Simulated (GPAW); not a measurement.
Records of electronic-structure calculations.

```
How the form of the self-energy moves the gap of BN (Qingsongite)
1.0
     0.00000    1.80750    1.80750
     1.80750    0.00000    1.80750
     1.80750    1.80750    0.00000
B N
1 1
Direct
  0.00000 0.00000 0.00000
  0.25000 0.25000 0.25000
# method: DFT, PBE, plane waves, PAW (and 3 further levels or steps)
# program: GPAW 26.7.0
# settings: cutoff 600 eV, GPAW PAW setups 1.2.1 data release, 8×8×8 k-mesh, nbands 185
# cost: 6 runs, 11 min in all on 4 MPI ranks of Intel Xeon Platinum 8488C (Sapphire Rapids), shared host
# notes: The cell and positions come from the Crystallography Open Database and are kept as given unless a step says otherwise.
# G0W0, Godby-Needs plasmon pole: 6.021 eV
# one-shot HSE06: 5.862 eV
# G0W0, extrapolated in the cutoff: 6.193 eV
# one-shot Hartree-Fock: 13.189 eV
# G0W0, full frequency, Hilbert transform: 6.121 eV
# known limits: short of the basis limit
```

[Long decimals in the printed logs are rounded to 6 places.]

[Logs are printed without paths, hosts, clocks, repeated set-up lines and the standing remarks that a program may print on its own settings, such as how far it seeks lower states.]

[Paths, hosts, dates, memory and timing lines, banners, echoed tables and standing remarks are left out of the program output; an Ansatz launch command may be rebuilt from the run's recorded settings. Measured values are a selection of at most five: reports struck by readers or far from the other reports are left out. None is set beside runs whose start may be inverted or whose files or cutoffs have a known fault.]

[Runs of the session that timed out or met a known fault of the program may be left out.]

[Hosts, paths, dates, database ids (printed as entryN), source tags and the programs' standing remarks are cut or masked in the printed files.]

[Where the starting crystal was built by hand or by swapping elements, it need not be the compound's stable phase.]
